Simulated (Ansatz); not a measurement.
# SnSe2 (P-3m1): the HSE06 gap against the k mesh of the hybrid

How far can the k mesh of the hybrid be lowered for the gap of SnSe2 (P-3m1)?

Main program and level: Ansatz 0.2.0; DFT, HSE06, plane waves, PAW; PAW set soft_1.

### 1. The starting structure

Symmetry: P-3m1, No. 164, trigonal system. Conventional cell: a = 3.811 Å, b = 3.811 Å, c = 6.136 Å, α = 90.00°, β = 90.00°, γ = 120.00°. Sn has 6 Se at 2.72 Å nearest. Nearest to Se lie 3 Sn at 2.72 Å. Farther neighbours and most contacts between anions are not listed.

Geometry: measured cell, ions relaxed with PBE. The runs that relaxed it are not among those shown.

### 2. k mesh of the hybrid: 3×3×2

File input.yaml:

```yaml
crystal:
  lattice:
    - [3.811, 0.0, 0.0]
    - [-1.9055, 3.3004228138, 0.0]
    - [0.0, 0.0, 6.136]
  atoms:
    - { symbol: Sn, position: [0.0, 0.0, 0.0] }
    - { symbol: Se, position: [0.3333333333, 0.6666666667, 0.2614399677] }
    - { symbol: Se, position: [0.6666666667, 0.3333333333, 0.7385600323] }
kpoints:
  mp_grid: { grid: [3, 3, 2] }
  band_path:
    path:
      - [0.0, 0.0, 0.0]
      - [0.5, 0.0, 0.0]
      - [0.33333333, 0.33333333, 0.0]
      - [0.0, 0.0, 0.5]
      - [0.5, 0.0, 0.5]
      - [0.33333333, 0.33333333, 0.5]
      - [0.0833333333, 0.0833333333, 0.0]
      - [0.5, 0.0, 0.35]
    npoints: 1
hamiltonian:
  xc: hse06
  pseudopotentials: { kind: paw, azcp: { folder: soft_1 } }
scf:
  occupations: { method: fixed }
  n_extra_bands: 5
output:
  eigenvalues: true
  write_density: true
  write_potential: true
  elf: true
  volumetric_format: npy
```

The run is started by

```bash
ansatz run input.yaml --threads 3 --pin off --max-ram 92160MiB --backend cuda --events-out ev --progress --plain --runs-dir out --devices 1 --max-vram 13GiB
```

Numbers of over 12 decimals in the logs are rounded to 6 here.

The program printed:

```text
scf.n_extra_bands = 5 over 23 filled bands (N_el = 46.0): the run solves 28 bands
exact exchange: scf.exx.singularity resolves to wigner_seitz, which cuts the screened interaction at the faces of the exchange supercell's Wigner-Seitz cell, so that each pair interacts once, at the shortest of its separations (the periodic images that this leaves out come, for a point-like exchange hole, to about 0.002 eV on a filled level). The cut falls within the interaction's reach, and what an exchange supercel [...]
GPUs: using 1 of 1 available (devices: 1).
Engine: ansatz 0.2.0, x86_64-unknown-linux-gnu
Pseudopotentials: kind: paw
Pseudopotential: Sn, paw, valence charge 14, recommended cutoff 420 eV (normal), soft_1/Sn.paw.azcp
Pseudopotential: Se, paw, valence charge 16, recommended cutoff 420 eV (normal), soft_1/Se.paw.azcp
Functional definition: HSE06
  parameter a = 0.25
  parameter omega = 0.11/bohr
  exchange = pbe_x - a*pbe_x_sr(omega) + a*exact_x_sr(omega)
  correlation = pbe_c
davidson cushion auto → on  (no smearing: the cushion is to keep the highest requested band from converging to the state above it; pin scf.eigensolver.cushion to override)
device memory: the entry about to start is reckoned to put 1.1 GiB on a device that reports 54.5 GiB free (of which the cap on the GPU budget leaves the run 13.0 GiB)
GPU FFT provider: cuFFT
GPU libraries: cuBLAS 13.8.2, cuFFT 12.4.0, cuSOLVER 12.3.4
Crystal: 3 atoms, lattice volume = 77.178 Å³
Basis set: ecut = 420 eV, 1485 PW (Γ)
Bands: 28, of which v1, the nominal top of the filled ones, is band 23 counted from 1 (22 counted from 0)
Symmetry: 12 space group operations
Space group: P-3m1 (ITA 164), of the structure as read, at distance tolerance 4.3e-5 Å
k-points: 6 of 18
Non-local potential: Sn, projectors of the file, l = 0: 2, l = 1: 2, l = 2: 2, l = 3: 1
Non-local potential: Se, projectors of the file, l = 0: 2, l = 1: 2, l = 2: 3, l = 3: 1
PAW form: soft (Blöchl's): semilocal exchange-correlation on the pseudo side does not see the compensation charge
PAW frozen core: Sn, regenerated for the run's functional, and the local potential with it (the file was generated under x = pbe(κ = 0.804, μ = 0.219515), c = pbe(β = 0.066725))
PAW frozen core: Se, regenerated for the run's functional, and the local potential with it (the file was generated under x = pbe(κ = 0.804, μ = 0.219515), c = pbe(β = 0.066725))
PAW one-centre angular grid: Sn, 590 points (default); XC on 64 Gauss nodes
PAW one-centre angular grid: Se, 590 points (default); XC on 64 Gauss nodes
Initial density: superposition of atomic densities (chi_scale 0.1, normalization cell, long waves kept (reshape's long-wave potential 0.10 eV rms))
Initial wavefunctions: pseudopotential atomic-orbital guess
GPU buffer pool allocated for 32805 grid points (all kernels)
GPU transforms: local potential and band sums: pruned to the plane-wave sphere, on 25×25×45
Functional: x = pbe(κ = 0.804, μ = 0.219515), c = pbe(β = 0.066725), warm-up for x = pbe(κ = 0.804, μ = 0.219515) + 0.25 (exact − pbe) at short range (hse, ω = 0.207870 Å⁻¹), c = pbe(β = 0.066725); HSE06 as pw.x's `hse` composes it (authors' and Libxc's form: `xc: wpbeh`)
SCF iter   1: F=—  HF=-16963.328892 eV  |F-HF|=—  |Δ(HF+E_count)|=         —  Δρ=3.32e-2  dr2=1.58e0  ethr=1.00e-1  ⟨swp⟩=6.5  Hψ=480  notcnv=0
preconditioner: auto → none  [insulator: Δε(μ)=0.728 eV  Ē_g=9.737 eV  n_scr=22 (ndim 8)  ℏωp=16.9 eV  f_vac=0.027]
SCF iter   2: F=—  HF=-16963.242490 eV  |F-HF|=—  |Δ(HF+E_count)|=   8.64e-2  Δρ=1.99e-2  dr2=9.19e-1  ethr=3.44e-3  ⟨swp⟩=4.3  Hψ=480  notcnv=0
iter 3 solved again at ethr=1.31e-4 eV; its pass at ethr=2.00e-3 eV (dr2=6.00e-2 eV) is discarded
SCF iter   3: F=—  HF=-16963.032480 eV  |F-HF|=—  |Δ(HF+E_count)|=   2.10e-1  Δρ=1.08e-2  dr2=5.99e-2  ethr=1.31e-4  ⟨swp⟩=2.5  Hψ=796  notcnv=0
SCF iter   4: F=—  HF=-16963.026478 eV  |F-HF|=—  |Δ(HF+E_count)|=   6.00e-3  Δρ=1.59e-3  dr2=1.14e-3  ethr=1.30e-4  ⟨swp⟩=3.0  Hψ=387  notcnv=0
[...]
SCF iter   1: F=—  HF=-16970.172413 eV  |F-HF|=—  |Δ(HF+E_count)|=         —  Δρ=5.39e-3  dr2=2.48e-2  ethr=2.22e-6  ⟨swp⟩=7.0  Hψ=786  notcnv=0
preconditioner: auto → none  [insulator: Δε(μ)=1.742 eV  Ē_g=11.159 eV  n_scr=22 (ndim 8)  ℏωp=16.9 eV  f_vac=0.064]
SCF iter   2: F=—  HF=-16970.158639 eV  |F-HF|=—  |Δ(HF+E_count)|=   1.38e-2  Δρ=2.02e-3  dr2=2.96e-3  ethr=2.22e-6  ⟨swp⟩=4.0  Hψ=646  notcnv=0
SCF iter   3: F=—  HF=-16970.170248 eV  |F-HF|=—  |Δ(HF+E_count)|=   1.16e-2  Δρ=1.19e-3  dr2=6.94e-4  ethr=2.22e-6  ⟨swp⟩=4.0  Hψ=599  notcnv=0
SCF iter   4: F=—  HF=-16970.170032 eV  |F-HF|=—  |Δ(HF+E_count)|=   2.15e-4  Δρ=2.48e-4  dr2=4.76e-5  ethr=1.39e-6  ⟨swp⟩=3.0  Hψ=389  notcnv=0
SCF iter   5: F=-16970.170232 eV  HF=-16970.170236 eV  |F-HF|=4.58e-6  |Δ(HF+E_count)|=   2.04e-4  Δρ=1.12e-4  dr2=1.05e-5  ethr=4.77e-8  ⟨swp⟩=4.0  Hψ=545  notcnv=0
SCF 2 stopped early in 5 iterations: F = -16970.170232 eV  dr2 = 1.05e-5
hybrid outer 1: dexx = +1.402e-2 eV, tail = 1.70e-4 eV
GPU FFT provider: cuFFT
GPU libraries: cuBLAS 13.8.2, cuFFT 12.4.0, cuSOLVER 12.3.4
GPU buffer pool allocated for 32805 grid points (all kernels)
GPU transforms: local potential and band sums: pruned to the plane-wave sphere, on 25×25×45
Exchange kernel: α = 0.2500, screened, ω = 0.2079 Å⁻¹, Wigner–Seitz truncation, v(0) = 956.7288 eV·Å³, q-mesh 3×3×2, nearest image of the exchange supercell L = 11.43 Å, pair-density grid 18×18×25, without the augmentation charges, whose exchange is taken in its separable form by FFT convolution over the k-point mesh (sized by the pseudopotential files, 24×24×45 at the most), smooth part of the exact exchange by density-matrix convolution in up to 731.1 MiB of GPU memory as planned if the GPU has room (build and FFT work areas not counted)
Frozen-core exchange: fock
SCF iter   1: F=—  HF=-16970.170280 eV  |F-HF|=—  |Δ(HF+E_count)|=         —  Δρ=6.04e-5  dr2=2.66e-6  ethr=1.85e-6  ⟨swp⟩=2.2  Hψ=374  notcnv=0
preconditioner: auto → none  [insulator: Δε(μ)=1.771 eV  Ē_g=11.154 eV  n_scr=22 (ndim 8)  ℏωp=16.9 eV  f_vac=0.067]
SCF iter   2: F=—  HF=-16970.170281 eV  |F-HF|=—  |Δ(HF+E_count)|=   1.80e-6  Δρ=3.17e-5  dr2=5.85e-7  ethr=5.38e-9  ⟨swp⟩=4.2  Hψ=669  notcnv=0
iter 3 solved again at ethr=3.69e-11 eV; its pass at ethr=8.82e-10 eV (dr2=1.70e-8 eV) is discarded
SCF iter   3: F=—  HF=-16970.170281 eV  |F-HF|=—  |Δ(HF+E_count)|=   1.45e-7  Δρ=4.04e-6  dr2=1.57e-7  ethr=3.69e-11  ⟨swp⟩=2.7  Hψ=905  notcnv=0
SCF iter   4: F=-16970.170282 eV  HF=-16970.170282 eV  |F-HF|=4.63e-8  |Δ(HF+E_count)|=   9.63e-7  Δρ=7.44e-6  dr2=6.22e-8  ethr=3.67e-11  ⟨swp⟩=5.0  Hψ=670  notcnv=0
SCF 3 converged in 4 iterations: F = -16970.170282 eV  dr2 = 6.22e-8
hybrid outer 2: dexx = +1.202e-6 eV, tail = 1.88e-7 eV, Δε = 4.16e-3 eV (about 3.16e-4 eV left of the loop's levels)
device memory: the entry about to start is reckoned to put 0.4 GiB on a device that reports 58.5 GiB free (of which the cap on the GPU budget leaves the run 13.0 GiB)
NSCF: frozen V_eff on 8 k-points
hybrid SCF converged: 2 outer / 9 inner (+5 warm-up), last move |dexx| = 1.20e-6 eV, tail = 1.88e-7 eV
Stability not checked: this state was not tested for a lower state beside it, because the functional holds exact exchange (a hybrid, or Hartree-Fock), whose exchange loop this test does not read (fock_operator; see scf.lower_state_search)
Free energy (F): -16970.170282 eV
Frozen-core exchange: fock
Harris-Foulkes:  -16970.170282 eV  (|F-HF|=4.63e-8)
Internal energy: -16970.170282 eV  (E = F + TS)
E sigma→0 (E₀):  -16970.170282 eV
Fermi energy:    7.323128 eV
--- Per-component energies (eV) ---
  E_band       = -990.361251
  E_kinetic    = 389.174847
  E_local      = -6543.189861  (includes V_loc(G=0)·N_el)
  E_nonlocal   = -569.239961
  E_hartree    = 3410.024387
  E_xc         = -238.297936
  E_vxc        = -209.570120  (∫ρ·V_xc dr)
  E_exx        = -173.033836  (= α·E_x^exact, valence–valence)
  E_paw        = -8519.536091  (= ΣΔE_a)
  E_vpaw       = -531.522976  (= ΣTr[D̂ρ^β])
  E_aug_tail   = -0.000475  (compensation charges beyond the density's cutoff)
  E_ewald      = -4724.188291
  E_core_change = -1.883066  (= ΣΔE_core)
  E_smearing   = -0.000000  (= −TS)
  E_closure    = 0.000000  (closes the sum)
  Σ components = -16970.170282   (vs F -16970.170282, Δ=0.00e0)
--- Band table (eV; the first three rows and the last of 6) ---
  k-point 0: bands = [... 19 lower, 6.8366, 7.0980, 7.0980, 7.3231, 9.2046, 11.4438, 13.0347, 13.0347, ... 1 higher]
  k-point 1: bands = [... 19 lower, 6.6900, 6.6900, 7.3225, 7.3225, 10.8765, 11.3231, 12.6781, 12.6781, ... 1 higher]
  k-point 2: bands = [... 19 lower, 4.2616, 5.0683, 6.7251, 7.2765, 9.6557, 12.1868, 13.5965, 13.8752, ... 1 higher]
  k-point 5: bands = [... 19 lower, 2.9169, 3.4100, 7.0423, 7.0423, 10.5211, 12.6059, 12.6059, 14.2556, ... 1 higher]
```

Wall time 17 s (1 × NVIDIA H100 80GB HBM3 (shared by 6 runs) with 3 threads of AMD EPYC 7R13 (Zen 3), shared host); peak memory 1.1 GiB.

Numbers from this step:

* gap: 1.163 eV
* valence top at: k = (0.083, 0.083, 0.000)
* conduction bottom at: k = (0.500, 0.000, 0.350)
* least direct gap: 1.881 eV
* exact-exchange fraction: 0.25

The gap is indirect, with the least direct gap 0.72 eV higher.

### 3. k mesh of the hybrid: 6×6×2

Changes to input.yaml since step 2:

```diff
@@ -10,3 +10,3 @@
 kpoints:
-  mp_grid: { grid: [3, 3, 2] }
+  mp_grid: { grid: [6, 6, 2] }
   band_path:
@@ -30,5 +30 @@
   eigenvalues: true
-  write_density: true
-  write_potential: true
-  elf: true
-  volumetric_format: npy
```

The program printed:

```text
[...]
GPUs: using 1 of 1 available (devices: 1).
[...]
GPU FFT provider: cuFFT
GPU libraries: cuBLAS 13.8.2, cuFFT 12.4.0, cuSOLVER 12.3.4
Crystal: 3 atoms, lattice volume = 77.178 Å³
Basis set: ecut = 420 eV, 1485 PW (Γ)
Bands: 28, of which v1, the nominal top of the filled ones, is band 23 counted from 1 (22 counted from 0)
[... 1 set-up line as in the run before ...]
[...]
k-points: 14 of 72
[...]
Fermi energy:    7.388525 eV
[...]
--- Band table (eV; the first three rows and the last of 14) ---
  k-point 0: bands = [... 19 lower, 6.8409, 7.0935, 7.0935, 7.2534, 9.1234, 11.3704, 13.0185, 13.0185, ... 1 higher]
  k-point 1: bands = [... 19 lower, 6.6881, 6.6881, 7.3229, 7.3229, 10.7987, 11.2528, 12.6627, 12.6627, ... 1 higher]
  k-point 2: bands = [... 19 lower, 5.7916, 5.9596, 7.3275, 7.3885, 10.3790, 11.9961, 13.0785, 13.4151, ... 1 higher]
  k-point 13: bands = [... 19 lower, 2.8700, 3.3729, 6.9847, 6.9847, 10.4904, 12.5809, 12.5809, 14.2410, ... 1 higher]
[key lines of the parts left out:]
Free energy (F): -16970.549780 eV
```

Run time: 27 s. Hardware: 1 × NVIDIA H100 80GB HBM3 (shared by 6 runs) with 3 threads; peak memory 1.2 GiB; 24 s of CPU time.

Numbers from this step:

```
gap                  : 1.166 eV
valence top at       : k = (0.083, 0.083, 0.000)
conduction bottom at : k = (0.500, 0.000, 0.350)
least direct gap     : 1.870 eV
```

The gap is 1.166 eV, +0.003 eV from the run before at this level.

### 4. k mesh of the hybrid: 6×6×4

Changes to input.yaml since step 3:

```diff
@@ -10,3 +10,3 @@
 kpoints:
-  mp_grid: { grid: [6, 6, 2] }
+  mp_grid: { grid: [6, 6, 4] }
   band_path:
@@ -30 +30,5 @@
   eigenvalues: true
+  write_density: true
+  write_potential: true
+  elf: true
+  volumetric_format: npy
```

The program printed:

```text
[...]
GPUs: using 1 of 1 available (devices: 1).
[...]
GPU FFT provider: cuFFT
GPU libraries: cuBLAS 13.8.2, cuFFT 12.4.0, cuSOLVER 12.3.4
Crystal: 3 atoms, lattice volume = 77.178 Å³
Basis set: ecut = 420 eV, 1485 PW (Γ)
Bands: 28, of which v1, the nominal top of the filled ones, is band 23 counted from 1 (22 counted from 0)
[... 1 set-up line as in the run before ...]
[...]
k-points: 24 of 144
[...]
Fermi energy:    7.395723 eV
[...]
--- Band table (eV; the first three rows and the last of 24) ---
  k-point 0: bands = [... 19 lower, 6.8412, 7.0942, 7.0942, 7.2588, 9.1208, 11.3697, 13.0190, 13.0190, ... 1 higher]
  k-point 1: bands = [... 19 lower, 6.7469, 6.7469, 7.2266, 7.2266, 10.0953, 11.3597, 12.8345, 12.8345, ... 1 higher]
  k-point 2: bands = [... 19 lower, 6.6889, 6.6889, 7.3241, 7.3241, 10.7994, 11.2522, 12.6630, 12.6630, ... 1 higher]
  k-point 23: bands = [... 19 lower, 2.8716, 3.3724, 6.9866, 6.9866, 10.4906, 12.5820, 12.5820, 14.2403, ... 1 higher]
[key lines of the parts left out:]
Free energy (F): -16970.542760 eV
```

Run time: 33 s. Hardware: 1 × NVIDIA H100 80GB HBM3 (shared by 6 runs) with 3 threads; peak memory 1.4 GiB; 42 s of CPU time.

Numbers from this step:

- gap: 1.165 eV
- valence top at: k = (0.083, 0.083, 0.000)
- conduction bottom at: k = (0.500, 0.000, 0.350)
- least direct gap: 1.851 eV

The gap is 1.165 eV, −0.001 eV from the run before at this level.

### 5. The series

Differences are against the last row; a negative gap means that bands overlap, and a run with a band path holds that path's time. Times are wall times on 1 × NVIDIA H100 80GB HBM3 (shared by 6 runs) with 3 threads of AMD EPYC 7R13 (Zen 3), shared host, good to a factor of about two.

| k mesh of the hybrid | gap (eV) | direct gap (eV) | gap error (eV) | energy error (meV/atom) | irreducible k | time |
| --- | --- | --- | --- | --- | --- | --- |
| 3×3×2 | 1.163 | 1.881 | −0.002 | +124.2 | 6 | 17 s |
| 6×6×2 | 1.166 | 1.870 | +0.001 | −2.3 | 14 | 27 s |
| 6×6×4 | 1.165 | 1.851 | +0.000 | +0.0 | 24 | 33 s |

### 6. Results

```yaml
3x3x2: 1.163 eV
6x6x2: 1.166 eV
6x6x4: 1.165 eV
```

In words: The gap holds to 0.02 eV from 3×3×2 on, the cheapest setting tried. At 3×3×2 the gap is off by −0.002 eV and the energy by +124 meV/atom. The gap is read over the mesh and added points near the edges, so meshes differ mainly through the density and, for a hybrid, the exchange operator.

[Paths, hosts, dates, memory and timing lines, banners, echoed tables and standing remarks are left out of the program output.]

[Logs are printed without paths, hosts, clocks, repeated set-up lines and the standing remarks that a program may print on its own settings, such as how far it seeks lower states.]

[Runs of the session that timed out or met a known fault of the program may be left out.]

[Cells called generated may have been cut or substituted from an entry of the Crystallography Open Database or the Materials Project.]

[Hosts, paths, dates, database ids (printed as entryN), source tags and the programs' standing remarks are cut or masked in the printed files.]
